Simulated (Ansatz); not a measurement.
## Changed inputs in constrained RPA: K2NiF4 (started from the K2NiF4 type) (I4/mmm)

What does U in K2NiF4 (started from the K2NiF4 type) (I4/mmm) depend on besides the window?

Calculated with Ansatz 0.2.0; constrained RPA on LDA, plane waves, PAW.

The structure was built from a prototype and need not be the compound's stable phase.

## 1. Set-up

It takes space group I4/mmm (No. 139, tetragonal). The conventional cell has a = 3.913 Å, b = 3.913 Å, c = 12.478 Å, α = 90.00°, β = 90.00°, γ = 90.00°. K has 9 F at 2.54 to 2.77 Å nearest. Nearest to Ni lie 6 F at 1.91 to 1.96 Å. F has 2 Ni at 1.96 Å and 4 K at 2.65 Å nearest. Nearest to F lie 1 Ni at 1.91 Å and 5 K at 2.54 to 2.77 Å. Farther neighbours and most contacts between anions are not listed.

The structure was relaxed with LDA. The structure type comes from a generator and need not be one that this composition takes. The structure was generated from a model, not taken from a measurement. The runs that relaxed it are not among those shown. The program's search for lower electronic states was switched off, so nothing shows that the state found is the lowest. The default PAW set here is soft_2. Its files were made with PBE.

## 2. Base: Ni eg, bands v1 to c1, 6×6×6 mesh, medium accuracy

Constrained RPA screens the interaction with every transition except those inside the target bands, which a later many-body model would treat itself.

Input file input.yaml:

```yaml
crystal:
  lattice:
    - [6.2389853, 1.95639416, -1.95639416]
    - [6.2389853, -1.95639416, 1.95639416]
    - [-6.2389853, -1.95639416, -1.95639416]
  atoms:
    - { symbol: K, position: [0.3567234915, 0.3567234915, 0.0] }
    - { symbol: K, position: [0.6432765085, 0.6432765085, 0.0] }
    - { symbol: Ni, position: [0.0, 0.0, 0.0] }
    - { symbol: F, position: [0.0, 0.5, 0.5] }
    - { symbol: F, position: [0.5, 0.0, 0.5] }
    - { symbol: F, position: [0.1532958182, 0.1532958182, 0.0] }
    - { symbol: F, position: [0.8467041818, 0.8467041818, 0.0] }
kpoints:
  mp_grid: { grid: [12, 12, 12] }
hamiltonian:
  xc: lda
scf:
  occupations: { method: gaussian, width: 0.08 }
  n_extra_bands: 19
  max_iter: 150
  lower_state_search: "off"
output:
  crpa:
    kmesh: [6, 6, 6]
    target_bands: [v1, c1]
    projections: [{ species: Ni, l: d, shell: 3, orbitals: [dz2, dx2-y2] }]
  local_orbitals:
    kmesh: [6, 6, 6]
    orbitals: [{ species: Ni, l: d, shell: 3, orbitals: [dz2, dx2-y2] }]
    window: { bands: [v1, c1] }
    seedname: lo
```

Run with:

```bash
$ ansatz run input.yaml --threads 3 --pin off --max-ram 92160MiB --backend cuda --events-out ev --progress --plain --runs-dir out --devices 1 --max-vram 13GiB  # rebuilt from the run's record
```

Numbers of over 12 decimals in the logs are rounded to 6 here.

The log of the run:

```text
scf.n_extra_bands = 19 over 32 filled bands (N_el = 64.0): the run solves 51 bands
GPUs: using 1 of 1 available (devices: 1).
Engine: ansatz 0.2.0, x86_64-unknown-linux-gnu
Pseudopotentials: kind: paw
Pseudopotential: K, paw, valence charge 9, recommended cutoff 420 eV (normal), K.paw.azcp
Pseudopotential: Ni, paw, valence charge 18, recommended cutoff 420 eV (normal), Ni.paw.azcp
Pseudopotential: F, paw, valence charge 7, recommended cutoff 420 eV (normal), F.paw.azcp
Functional definition: SPW92
  exchange = slater_x
  correlation = pw_c
device memory: the entry about to start is reckoned to put 4.0 GiB on a device that reports 37.6 GiB free (of which the cap on the GPU budget leaves the run 13.0 GiB)
GPU FFT provider: cuFFT
GPU libraries: cuBLAS 13.8.2, cuFFT 12.4.0, cuSOLVER 12.3.4
Crystal: 7 atoms, lattice volume = 95.518 Å³
Basis set: ecut = 420 eV, 1897 PW (Γ)
Bands: 51, of which v1, the nominal top of the filled ones, is band 32 counted from 1 (31 counted from 0)
Symmetry: 16 space group operations
Space group: I4/mmm (ITA 139), of the structure as read, at distance tolerance 4.6e-5 Å
k-points: 163 of 1728
Non-local potential: K, projectors of the file, l = 0: 3, l = 1: 2, l = 2: 2
Non-local potential: Ni, projectors of the file, l = 0: 3, l = 1: 2, l = 2: 3, l = 3: 1
Non-local potential: F, projectors of the file, l = 0: 2, l = 1: 2, l = 2: 1
PAW form: soft (Blöchl's): semilocal exchange-correlation on the pseudo side does not see the compensation charge
PAW frozen core: K, regenerated for the run's functional, and the local potential with it (the file was generated under x = pbe(κ = 0.804, μ = 0.219515), c = pbe(β = 0.066725))
PAW frozen core: Ni, regenerated for the run's functional, and the local potential with it (the file was generated under x = pbe(κ = 0.804, μ = 0.219515), c = pbe(β = 0.066725))
PAW frozen core: F, regenerated for the run's functional, and the local potential with it (the file was generated under x = pbe(κ = 0.804, μ = 0.219515), c = pbe(β = 0.066725))
PAW one-centre angular grid: K, 110 points (default); XC on 64 Gauss nodes
PAW one-centre angular grid: Ni, 590 points (default); XC on 64 Gauss nodes
PAW one-centre angular grid: F, 110 points (default); XC on 64 Gauss nodes
Initial density: superposition of atomic densities (neutral atoms: chi_scale 0, normalization atom), corrected by the library's trained network
Initial wavefunctions: pseudopotential atomic-orbital guess
GPU buffer pool allocated for 110592 grid points (all kernels)
GPU transforms: local potential and band sums: pruned to the plane-wave sphere, on 45×45×45
Functional: x = slater, c = lda
SCF iter   1: F=—  HF=-11946.030734 eV  |F-HF|=—  |Δ(HF+E_count)|=         —  Δρ=2.13e-2  dr2=2.73e-1  ethr=1.77e-3  ⟨swp⟩=5.8  Hψ=35356  notcnv=0  defer=1098
[...]
NSCF: frozen V_eff on 30 k-points, pencils in batches of 32, up to order 284
device memory: the entry about to start is reckoned to put 4.6 GiB on a device that reports 37.6 GiB free (of which the cap on the GPU budget leaves the run 13.0 GiB)
NSCF: frozen V_eff on 216 k-points
cRPA screening: q 1/216
cRPA screening: q 2/216
cRPA screening: q 6/216 (q-point 3)
cRPA screening: q 10/216 (q-point 4)
cRPA screening: q 12/216 (q-point 7)
cRPA screening: q 20/216 (q-point 8)
cRPA screening: q 36/216 (q-point 9)
cRPA screening: q 52/216 (q-point 13)
cRPA screening: q 60/216 (q-point 14)
cRPA screening: q 76/216 (q-point 15)
[...]
cRPA screening: q 200/216 (q-point 94)
cRPA screening: q 208/216 (q-point 99)
cRPA screening: q 212/216 (q-point 100)
cRPA screening: q 216/216 (q-point 130)
SCF converged after 11 iterations
Free energy (F): -11945.945072 eV
Harris-Foulkes:  -11945.945072 eV  (|F-HF|=1.09e-8)
Internal energy: -11945.931266 eV  (E = F + TS)
E sigma→0 (E₀):  -11945.938169 eV
Entropy (-TS):   -0.013807 eV (-1.972 meV/atom)
Fermi energy:    7.175783 eV
--- Per-component energies (eV) ---
  E_band       = -728.867310
  E_kinetic    = 1611.520864
  E_local      = -9341.645433  (includes V_loc(G=0)·N_el)
  E_nonlocal   = 981.606824
  E_hartree    = 3860.478691
  E_xc         = -662.739647
  E_vxc        = -840.722233  (∫ρ·V_xc dr)
  E_paw        = -3802.052024  (= ΣΔE_a)
  E_vpaw       = -860.595840  (= ΣTr[D̂ρ^β])
  E_aug_tail   = 0.008363  (compensation charges beyond the density's cutoff)
  E_ewald      = -4594.511031
  E_core_change = 1.402127  (= ΣΔE_core)
  E_smearing   = -0.013807  (= −TS)
  E_closure    = 0.000000  (closes the sum)
  Σ components = -11945.945072   (vs F -11945.945072, Δ=0.00e0)
--- Band table (eV; the first three rows and the last of 163) ---
  k-point 0: bands = [... 28 lower, 5.5525, 5.8831, 5.8831, 6.0379, 6.6353, 9.7948, 12.6257, 13.3324, ... 15 higher]
  k-point 1: bands = [... 28 lower, 5.6432, 5.9070, 5.9086, 6.1887, 6.7285, 10.0452, 12.6754, 13.4110, ... 15 higher]
  k-point 2: bands = [... 28 lower, 5.8556, 5.9760, 5.9813, 6.5854, 6.9463, 10.7038, 12.7819, 13.5392, ... 15 higher]
  k-point 162: bands = [... 28 lower, 5.5529, 5.9243, 5.9243, 6.0378, 6.6449, 10.8726, 11.7884, 12.1003, ... 15 higher]
--- cRPA (band scheme, projected local orbitals): target bands 32..33 (1-based), 2 Wannier function(s), 6×6×6 mesh, 66 bands' worth read of 71 solved, ecut_chi 136.0 eV, v(q+G=0) probe_charge, pair densities all_electron ---
  χ-basis size per q: N_G = 337..359
  window electrons = 2.0000, filled by tetrahedron_uncorrected; constrained ε̄⁻¹(q = 0, 0) head = 0.439645; min gauge Gram eig = 0.6970
  Kanamori averages over each shell's own Wannier functions (sites counted from 0, functions from 1):
    Site 2, 3D, 2 of 5 d orbitals (Wannier functions 1, 2; wannier90's mr 1, 4):
      screened: U = 7.5655 eV, U' = 6.1100 eV, J = 0.7331 eV
      screened, to within: U = 1.6e-2 eV, U' = 1.6e-2 eV, J = 1.1e-3 eV
      bare: V = 22.1046 eV, V' = 20.1839 eV, J = 0.9735 eV
  Hermiticity witness max|P − P†| over intra, direct and exchange elements: 5.97e-23 eV (screened), 5.97e-23 eV (bare)
  Reality witness max|Im| over intra, direct and exchange elements: 2.31e-13 eV (screened), 1.59e-13 eV (bare)
```

It took 5.2 min on 1 × NVIDIA H100 80GB HBM3 (shared by 6 runs) with 3 threads of AMD EPYC 7R13 (Zen 3), shared host; peak memory 1.7 GiB.

The column dr2 measures how far the density is from self-consistency, as an energy; F and HF (Harris–Foulkes) agree once it is small.

Numbers from this step:

* U: 7.566 eV
* U prime (inter-orbital): 6.110 eV
* J: 0.7331 eV
* bare V: 22.10 eV
* bare J: 0.9735 eV
* stated bound on U: 0.01564 eV
* U over bare V: 0.3423
* electrons in the window: 2.000
* head of the constrained inverse dielectric matrix: 0.4396
* least eigenvalue of the projection's overlap: 0.6970
* target functions: 2
* bands in the sums: 66
* r.m.s. miss of the model bands: 5.18e-4 eV
* width of the target bands: 2.164 eV
* weight of the projected orbitals in the window: 0.7907

On the Ni eg shell, screening brings the on-site interaction from 22.1 eV down to U = 7.57 eV.

## 3. Changed: 4×4×4 mesh

Changes to input.yaml since step 2:

```diff
@@ -24,9 +24,4 @@
   crpa:
-    kmesh: [6, 6, 6]
+    kmesh: [4, 4, 4]
     target_bands: [v1, c1]
     projections: [{ species: Ni, l: d, shell: 3, orbitals: [dz2, dx2-y2] }]
-  local_orbitals:
-    kmesh: [6, 6, 6]
-    orbitals: [{ species: Ni, l: d, shell: 3, orbitals: [dz2, dx2-y2] }]
-    window: { bands: [v1, c1] }
-    seedname: lo
```

The log of the run:

```text
[...]
GPUs: using 1 of 1 available (devices: 1).
[...]
GPU FFT provider: cuFFT
GPU libraries: cuBLAS 13.8.2, cuFFT 12.4.0, cuSOLVER 12.3.4
Crystal: 7 atoms, lattice volume = 95.518 Å³
Basis set: ecut = 420 eV, 1897 PW (Γ)
Bands: 51, of which v1, the nominal top of the filled ones, is band 32 counted from 1 (31 counted from 0)
Symmetry: 16 space group operations
[...]
k-points: 163 of 1728
[...]
GPU buffer pool allocated for 110592 grid points (all kernels)
[...]
SCF iter   1: F=—  HF=-11946.030734 eV  |F-HF|=—  |Δ(HF+E_count)|=         —  Δρ=2.13e-2  dr2=2.73e-1  ethr=1.77e-3  ⟨swp⟩=5.8  Hψ=35356  notcnv=0  defer=1098
[...]
SCF iter  11: F=-11945.945072 eV  HF=-11945.945072 eV  |F-HF|=1.09e-8  |Δ(HF+E_count)|=   3.88e-8  Δρ=4.96e-6  dr2=1.19e-8  ethr=1.56e-10  ⟨swp⟩=9.3  Hψ=35045  notcnv=0
SCF 1 converged in 11 iterations: F = -11945.945072 eV  dr2 = 1.19e-8
[...]
Entropy (-TS):   -0.013807 eV (-1.972 meV/atom)
Fermi energy:    7.175783 eV
[...]
--- Band table (eV; the first three rows and the last of 163) ---
  k-point 0: bands = [... 28 lower, 5.5525, 5.8831, 5.8831, 6.0379, 6.6353, 9.7948, 12.6257, 13.3324, ... 15 higher]
  k-point 1: bands = [... 28 lower, 5.6432, 5.9070, 5.9086, 6.1887, 6.7285, 10.0452, 12.6754, 13.4110, ... 15 higher]
  k-point 2: bands = [... 28 lower, 5.8556, 5.9760, 5.9813, 6.5854, 6.9463, 10.7038, 12.7819, 13.5392, ... 15 higher]
  k-point 162: bands = [... 28 lower, 5.5529, 5.9243, 5.9243, 6.0378, 6.6449, 10.8726, 11.7884, 12.1003, ... 15 higher]
[...]
bands read: the sum over 66 bands ends inside a degenerate multiplet in 2 slots, whose members it reads at an even weight; the widest, k=21: bands 66 to 67 (counted from 1) at 1/2 each
  χ-basis size per q: N_G = 334..359
[...]
Site 2, 3D, 2 of 5 d orbitals (Wannier functions 1, 2; wannier90's mr 1, 4):
      screened: U = 7.4352 eV, U' = 5.9784 eV, J = 0.7322 eV
      screened, to within: U = 2.3e-2 eV, U' = 2.3e-2 eV, J = 1.2e-3 eV
      bare: V = 22.1212 eV, V' = 20.1999 eV, J = 0.9740 eV
[...]
[key lines of the parts left out:]
SCF converged after 11 iterations
Free energy (F): -11945.945072 eV
```

Run time: 54 s. Hardware: 1 × NVIDIA H100 80GB HBM3 (shared by 6 runs) with 3 threads; peak memory 1.3 GiB.

Numbers from this step:

- U: 7.435 eV
- U prime (inter-orbital): 5.978 eV
- J: 0.7322 eV
- bare V: 22.12 eV
- bare J: 0.9740 eV
- stated bound on U: 0.02277 eV
- U over bare V: 0.3361
- electrons in the window: 2.000
- head of the constrained inverse dielectric matrix: 0.4373
- least eigenvalue of the projection's overlap: 0.6970
- target functions: 2
- bands in the sums: 66
- width of the target bands: 2.164 eV
- weight of the projected orbitals in the window: 0.7907

On the Ni eg shell, screening brings the on-site interaction from 22.1 eV down to U = 7.44 eV.

## 4. Changed: smooth pair densities

Changes to input.yaml since step 3:

```diff
@@ -24,4 +24,5 @@
   crpa:
-    kmesh: [4, 4, 4]
+    kmesh: [6, 6, 6]
     target_bands: [v1, c1]
     projections: [{ species: Ni, l: d, shell: 3, orbitals: [dz2, dx2-y2] }]
+    pair_densities: pseudo
```

The log of the run:

```text
[...]
GPUs: using 1 of 1 available (devices: 1).
[...]
GPU FFT provider: cuFFT
GPU libraries: cuBLAS 13.8.2, cuFFT 12.4.0, cuSOLVER 12.3.4
Crystal: 7 atoms, lattice volume = 95.518 Å³
Basis set: ecut = 420 eV, 1897 PW (Γ)
Bands: 51, of which v1, the nominal top of the filled ones, is band 32 counted from 1 (31 counted from 0)
Symmetry: 16 space group operations
[...]
k-points: 163 of 1728
[...]
χ-basis size per q: N_G = 337..359
[...]
Site 2, 3D, 2 of 5 d orbitals (Wannier functions 1, 2; wannier90's mr 1, 4):
      screened: U = 7.6488 eV, U' = 6.0618 eV, J = 0.7992 eV
      screened, to within: U = 4.2e-3 eV, U' = 4.2e-3 eV, J = 2.6e-4 eV
      screened, sum over states alone: U = 8.9069 eV, U' = 7.0944 eV, J = 0.9142 eV
      bare: V = 22.1046 eV, V' = 20.1839 eV, J = 0.9735 eV
[...]
[key lines of the parts left out:]
SCF converged after 11 iterations
Free energy (F): -11945.945072 eV
Fermi energy:    7.175783 eV
```

The job ended after 3.8 min (1 × NVIDIA H100 80GB HBM3 (shared by 6 runs) with 3 threads; peak memory 1.7 GiB; 4.3 min of CPU time).

This step gave:

| Item | Value |
| --- | --- |
| U | 7.649 eV |
| U prime (inter-orbital) | 6.062 eV |
| J | 0.7992 eV |
| bare V | 22.10 eV |
| bare J | 0.9735 eV |
| stated bound on U | 0.004173 eV |
| U over bare V | 0.3460 |
| electrons in the window | 2.000 |
| head of the constrained inverse dielectric matrix | 0.4402 |
| least eigenvalue of the projection's overlap | 0.6970 |
| target functions | 2 |
| bands in the sums | 66 |
| width of the target bands | 2.164 eV |
| weight of the projected orbitals in the window | 0.7907 |

On the Ni eg shell, screening brings the on-site interaction from 22.1 eV down to U = 7.65 eV.

## 5. Changed: accuracy high

Changes to input.yaml since step 4:

```diff
@@ -27,2 +27,2 @@
     projections: [{ species: Ni, l: d, shell: 3, orbitals: [dz2, dx2-y2] }]
-    pair_densities: pseudo
+    accuracy: high
```

The log of the run:

```text
[...]
GPUs: using 1 of 1 available (devices: 1).
[...]
GPU FFT provider: cuFFT
GPU libraries: cuBLAS 13.8.2, cuFFT 12.4.0, cuSOLVER 12.3.4
Crystal: 7 atoms, lattice volume = 95.518 Å³
Basis set: ecut = 420 eV, 1897 PW (Γ)
Bands: 51, of which v1, the nominal top of the filled ones, is band 32 counted from 1 (31 counted from 0)
Symmetry: 16 space group operations
[...]
k-points: 163 of 1728
[...]
k-point 162: bands = [... 28 lower, 5.5529, 5.9243, 5.9243, 6.0378, 6.6449, 10.8726, 11.7884, 12.1003, ... 15 higher]
[...]
χ-basis size per q: N_G = 337..359
[...]
Site 2, 3D, 2 of 5 d orbitals (Wannier functions 1, 2; wannier90's mr 1, 4):
      screened: U = 7.5673 eV, U' = 6.1116 eV, J = 0.7332 eV
      screened, to within: U = 1.3e-3 eV, U' = 1.3e-3 eV, J = 1.2e-4 eV
      bare: V = 22.1046 eV, V' = 20.1839 eV, J = 0.9735 eV
[...]
[key lines of the parts left out:]
SCF converged after 11 iterations
Free energy (F): -11945.945072 eV
Fermi energy:    7.175783 eV
```

Wall time 6.2 min (1 × NVIDIA H100 80GB HBM3 (shared by 6 runs) with 3 threads); peak memory 1.8 GiB; 7.1 min of CPU time.

This step gave:

```yaml
u: 7.567 eV
u_prime_inter_orbital: 6.112 eV
j: 0.7332 eV
bare_v: 22.10 eV
bare_j: 0.9735 eV
stated_bound_on_u: 0.001286 eV
u_over_bare_v: 0.3423
electrons_in_the_window: 2.000
head_of_the_constrained_inverse_dielectric_matrix: 0.4396
least_eigenvalue_of_the_projection_s_overlap: 0.6970
target_functions: 2
bands_in_the_sums: 66
width_of_the_target_bands: 2.164 eV
weight_of_the_projected_orbitals_in_the_window: 0.7907
```

On the Ni eg shell, screening brings the on-site interaction from 22.1 eV down to U = 7.57 eV.

## 6. Changed: one k-point

Changes to input.yaml since step 5:

```diff
@@ -24,5 +24,4 @@
   crpa:
-    kmesh: [6, 6, 6]
+    kmesh: [1, 1, 1]
     target_bands: [v1, c1]
     projections: [{ species: Ni, l: d, shell: 3, orbitals: [dz2, dx2-y2] }]
-    accuracy: high
```

The log of the run:

```text
[...]
GPUs: using 1 of 1 available (devices: 1).
[...]
GPU FFT provider: cuFFT
GPU libraries: cuBLAS 13.8.2, cuFFT 12.4.0, cuSOLVER 12.3.4
Crystal: 7 atoms, lattice volume = 95.518 Å³
Basis set: ecut = 420 eV, 1897 PW (Γ)
Bands: 51, of which v1, the nominal top of the filled ones, is band 32 counted from 1 (31 counted from 0)
Symmetry: 16 space group operations
[...]
k-points: 163 of 1728
[...]
k-point 162: bands = [... 28 lower, 5.5529, 5.9243, 5.9243, 6.0378, 6.6449, 10.8726, 11.7884, 12.1003, ... 15 higher]
[...]
χ-basis size per q: N_G = 359..359
[...]
Site 2, 3D, 2 of 5 d orbitals (Wannier functions 1, 2; wannier90's mr 1, 4):
      screened: U = 7.9732 eV, U' = 6.1835 eV, J = 0.8852 eV
      screened, to within: U = 3.0e-2 eV, U' = 2.9e-2 eV, J = 2.0e-3 eV
      bare: V = 25.4841 eV, V' = 23.2837 eV, J = 1.1389 eV
[...]
[key lines of the parts left out:]
SCF converged after 11 iterations
Free energy (F): -11945.945072 eV
Fermi energy:    7.175783 eV
```

The job ended after 20 s (1 × NVIDIA H100 80GB HBM3 (shared by 6 runs) with 3 threads; peak memory 1.1 GiB).

The run ended normally, though the input holds a fault or crude settings.

The fault put into this input: one k-point. It printed U = 7.97 eV, which is no property of the model meant.

(Continued in part 2 of 2.)

[Paths, hosts, dates, memory and timing lines, banners, echoed tables and standing remarks are left out of the program output.]

[Logs are printed without paths, hosts, clocks, repeated set-up lines and the standing remarks that a program may print on its own settings, such as how far it seeks lower states.]

[Runs of the session that timed out or met a known fault of the program may be left out.]

[Hosts, paths, dates, database ids (printed as entryN), source tags and the programs' standing remarks are cut or masked in the printed files.]
